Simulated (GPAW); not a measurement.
# Core-hole calculation of the B K edge in HfB (Fm-3m), part 3 of 3

What does one-electron theory with a core hole give for the B K edge of HfB (Fm-3m)?

GPAW 26.7.0; X-ray absorption from dipole matrix elements to empty bands, plane-wave PAW PBE.

So far. Step 5 (Spectrum with XCH, B atom 2): The total-energy difference is 190.67 eV. One term is added: -5.59 eV, since the hole is spin-paired here and a spin-polarised one costs that much less in the free atom (computed apart). The photon energy is then 185.08 eV. The functional leaves an error of a few eV in such absolute values. Step 6 (Spectrum with FCH, B atom 2): The scaled spectrum changes by 4 % r.m.s. The highest intensity below 16 eV goes from 13.5 eV (2.02) to 13.7 eV (2.00).

**8. Spectrum with XCH, B atom 2**

A smaller cell brings the holes closer; here they are 3.3 Å apart.

Changed against the first core-hole run: supercell atoms from 16 to 2; the field's mesh follows (5×5×5 to 9×9×9).

Contents of xas.py:

```python
import numpy as np
from ase import Atoms
from ase.parallel import parprint, paropen
from gpaw import GPAW, PW, FermiDirac, Mixer, MixerDif, setup_paths
from gpaw.test import gen
setup_paths.insert(0, '.')
gen('B', name='fch1s', xcname='PBE', corehole=(1, 0, 1), write_xml=True)
from gpaw.mpi import world
world.barrier()

atoms = Atoms('HfB',
    cell=[[0, 2.31, 2.31],
     [2.31, 0, 2.31],
     [2.31, 2.31, 0]],
    scaled_positions=[[0.5, 0.5, 0.5],
     [0, 0, 0]],
    pbc=True)
atoms.calc = calc = GPAW(legacy_gpaw=True, mode=PW(430, force_complex_dtype=True), xc='PBE', setups={1: 'fch1s'},
    kpts={'size': (9, 9, 9), 'gamma': True}, occupations=FermiDirac(0.1),
    charge=-1, mixer=Mixer(0.1, 5, 50), maxiter=150,
    convergence={'density': 0.0001, 'eigenstates': 1e-6}, txt='scf.txt')
energy = atoms.get_potential_energy() + calc.get_reference_energy()
ef = calc.get_fermi_level()
out = dict(energy=energy, fermi=ef, forces=atoms.get_forces().tolist())
parprint(f'all-electron energy {energy:.4f} eV, Fermi level {ef:.4f} eV')
ev = np.array([[calc.get_eigenvalues(k, s) for k in range(len(calc.get_ibz_k_points()))] for s in range(calc.get_number_of_spins())])
out['homo'], out['lumo'], out['counts'] = ev[ev < ef].max(), ev[ev > ef].min(), sorted(set((ev < ef).sum((0, 2)).tolist()))
out['filled'] = (ev[:, 0] < ef).sum(1).tolist()

from ase.units import Ha
from gpaw.xas import dipole_matrix_elements
nb = int(calc.get_number_of_electrons() / 2) + 23
top = nb
nscf = calc.fixed_density(kpts={'size': (11, 11, 11), 'gamma': True},
    convergence={'eigenstates': 1.0}, txt='nscf.txt')
nscf.diagonalize_full_hamiltonian(nbands=nb)
cell = atoms.cell.array
ops = [cell.T @ U.T @ np.linalg.inv(cell.T) for U in nscf.wfs.kd.symmetry.op_scc]
E = np.arange(-6, 34, 0.1)
fwhm = np.interp(E, [4, 25], [0.9, 3.5])
Y, X, zero, highest = 0, 0, 1e9, 1e9
for spin in range(nscf.get_number_of_spins()):
    wfs = nscf.wfs
    mine = wfs.bd.get_slice()  # this rank's bands
    A = dipole_matrix_elements(wfs.setups[1])
    eps = np.zeros((wfs.kd.nibzkpts, nb))
    d = np.zeros((3, A.shape[1], wfs.kd.nibzkpts, nb), complex)
    for kpt in wfs.kpt_u:
        if kpt.s == spin and 1 in kpt.P_ani:
            eps[kpt.k, mine] = kpt.eps_n * Ha
            d[:, :, kpt.k, mine] = (kpt.weight * wfs.nspins / 2) ** 0.5 * np.inner(A, kpt.P_ani[1])
    world.sum(eps)
    world.sum(d)
    T = np.einsum('amkn,bmkn->abkn', d, d.conj()).real
    T = sum(np.einsum('ai,ijkn,bj->abkn', R, T, R) for R in ops) / len(ops)
    empty = eps > ef
    zero, highest = min(zero, eps[empty].min()), min(highest, eps[:, top - 1].min())
    lines = [(eps, T, empty)] if spin == 0 else lines + [(eps, T, empty)]
for eps, T, empty in lines:
    f = np.einsum('aakn->akn', T).reshape(3, -1)
    x = eps.ravel() - zero
    w = np.interp(x, E, fwhm) / 2.35482
    g = np.exp(-0.5 * ((E[:, None] - x) / w) ** 2) / (w * (2 * np.pi) ** 0.5)
    Y = Y + (f * empty.ravel()) @ g.T
    X = X + (f * ~empty.ravel()) @ g.T
out.update(E=E.round(2).tolist(), xas=Y.tolist(), xes=X.tolist(), zero=zero, valid=highest - zero, nk=len(eps), nb=nb)
for i in range(0, len(E), 10):
    parprint(f'{E[i]:7.2f}', *(f'{v:10.3e}' for v in Y[:, i]))
import json
with paropen('out.json', 'w') as f:
    json.dump(out, f)
```

Run with:

```console
$ OMP_NUM_THREADS=1 mpirun -n 4 gpaw python xas.py
```

Numbers of over 12 decimals in the logs are rounded to 6 here.

The log of the run:

```text
Input parameters:
  charge: -1
  convergence: {density: 0.0001,
                eigenstates: 1e-06}
  kpts: {gamma: True,
         size: (9, 9, 9)}
  maxiter: 150
  mixer: {backend: pulay,
          beta: 0.1,
          method: separate,
          nmaxold: 5,
          weight: 50}
  mode: {ecut: 430.0,
         force_complex_dtype: True,
         name: pw}
  occupations: {fixmagmom: False,
[...]
*p    :     0.350422
*d    :     0.000000
--------------------------------

Diagonalizing with gridspacing h=0.050

state   all-electron     PAW
-------------------------------
2s:      -0.872538    -0.873275
2p:      -0.649578    -0.650581
*d:                   -0.077574
*f:                   -0.014711
-------------------------------
all-electron energy -410379.6072 eV, Fermi level 11.1217 eV
[...]
32.00  3.971e-04  3.971e-04  3.971e-04
  33.00  2.752e-04  2.752e-04  2.752e-04
[key lines of the parts left out:]
Converged after 11 iterations.
Dipole moment: (-0.000000, -0.000000, -0.000000) |e|*Ang
Free energy:    -31.081320
Fermi level: 11.12167
```

It took 8.2 s on 4 MPI ranks of Intel Xeon Platinum 8488C (Sapphire Rapids), shared host; peak memory 0.21 GiB; 32 s of CPU time.

These settings depart from the first run's and aren't meant as converged.

The scaled spectrum changes by 39 % r.m.s. A shift of -1.2 eV leaves 22 %. The highest intensity below 16 eV goes from 13.5 eV (2.02) to 12.9 eV (2.05).

```
E (eV)  first run  this run
  -2.0       0.00      0.00
  -0.5       0.07      0.12
   1.0       0.73      0.55
   2.5       0.77      0.70
   4.0       0.70      0.90
   5.5       1.17      1.32
   7.0       1.42      0.79
   8.5       0.80      0.69
  10.0       0.48      1.19
  11.5       0.86      1.91
  13.0       1.89      2.05
  14.5       1.75      1.46
  16.0       1.33      0.79
  17.5       0.83      0.62
  19.0       0.48      0.33
  20.5       0.28      0.22
  22.0       0.28      0.30
  23.5       0.30      0.33
  25.0       0.33      0.42
  26.5       0.42      0.50
  28.0       0.53      0.74
  29.5       0.73      1.12
  31.0       0.92      1.14
```

**9. With and without the hole**

Both curves are counted from their own zero, so only the shift of weight within the empty states shows.

```
E (eV)  no hole   XCH
  -2.0     0.00  0.00
  -1.0     0.01  0.00
   0.0     0.74  0.35
   1.0     0.80  0.73
   2.0     0.64  0.77
   3.0     0.68  0.70
   4.0     0.58  0.70
   5.0     0.69  0.93
   6.0     0.90  1.33
   7.0     1.17  1.42
   8.0     1.05  1.01
   9.0     0.61  0.67
  10.0     0.58  0.48
  11.0     0.57  0.68
  12.0     0.63  1.15
  13.0     0.90  1.89
  14.0     1.34  1.93
  15.0     1.72  1.60
  16.0     2.01  1.33
  17.0     1.90  0.99
  18.0     1.46  0.70
  19.0     0.99  0.48
  20.0     0.62  0.32
  21.0     0.42  0.26
  22.0     0.37  0.28
  23.0     0.36  0.30
  24.0     0.35  0.30
  25.0     0.33  0.33
  26.0     0.36  0.39
  27.0     0.40  0.45
  28.0     0.43  0.53
  29.0     0.51  0.65
  30.0     0.65  0.82
  31.0     0.83  0.92
  32.0     0.95  0.90
```

With each curve scaled to its own mean, the area from −2 to 6 eV with the hole is 4.9 against 4.5, and the centre of weight from −1 to 20 eV moves by -0.9 eV; the shape changes all the same, by 42 % r.m.s.

**10. What came out**

| Item | Value |
| --- | --- |
| absorber and edge | B K, atom 2 of the ground-state input (counted from 1) |
| surroundings | 6 Hf at 2.31 Å (octahedral, site symmetry m-3m) |
| highest intensity below 16 eV | 13.5 eV above the zero, height 2.02 |
| photon energy of the zero, with the added terms | 185.1 eV (raw 190.7 eV; uncertain by a few eV) |

What this shows: The B K edge of atom 2, with 6 Hf at 2.31 Å (octahedral, site symmetry m-3m), has its highest intensity of the first 16 eV at 13.5 eV above the zero, near 199 eV in photon energy (uncertain by a few eV), 2.0 times the mean level of the first 20 eV (Gaussian full width 0.9 eV up to 4 eV, rising linearly to 3.5 eV at 25 eV). With each curve scaled to its own mean, the area from −2 to 6 eV with the hole is 4.9 against 4.5, and the centre of weight from −1 to 20 eV moves by -0.9 eV; the shape changes all the same, by 42 % r.m.s. Changing the core hole to FCH alters the shape by 4 % r.m.s., so the result is insensitive to this choice. A cell with holes 3.3 Å apart changes the curve by 39 % r.m.s. (22 % after the best shift). Lifetime broadening is put in by hand, and intensities beyond about 20 eV depend on it and on the partial waves; weight that the partial waves miss at high energy is lost. The structure is a published determination, not relaxed.

[Banner, clock and machine lines of the logs are left out without a mark of their own.]

[Logs are printed without paths, hosts, clocks, repeated set-up lines and the standing remarks that a program may print on its own settings, such as how far it seeks lower states.]

[Hosts, paths, dates, database ids (printed as entryN), source tags and the programs' standing remarks are cut or masked in the printed files.]

[Lists of maxima count a maximum above −3 eV only where it reaches 4 % of the highest in the window and stands out from its surroundings by 2 % of it (1.5 % where it reaches 55 %); shoulders and weaker maxima are passed over, and of the rest the first, up to two pre-edge ones and the few strongest are named.]
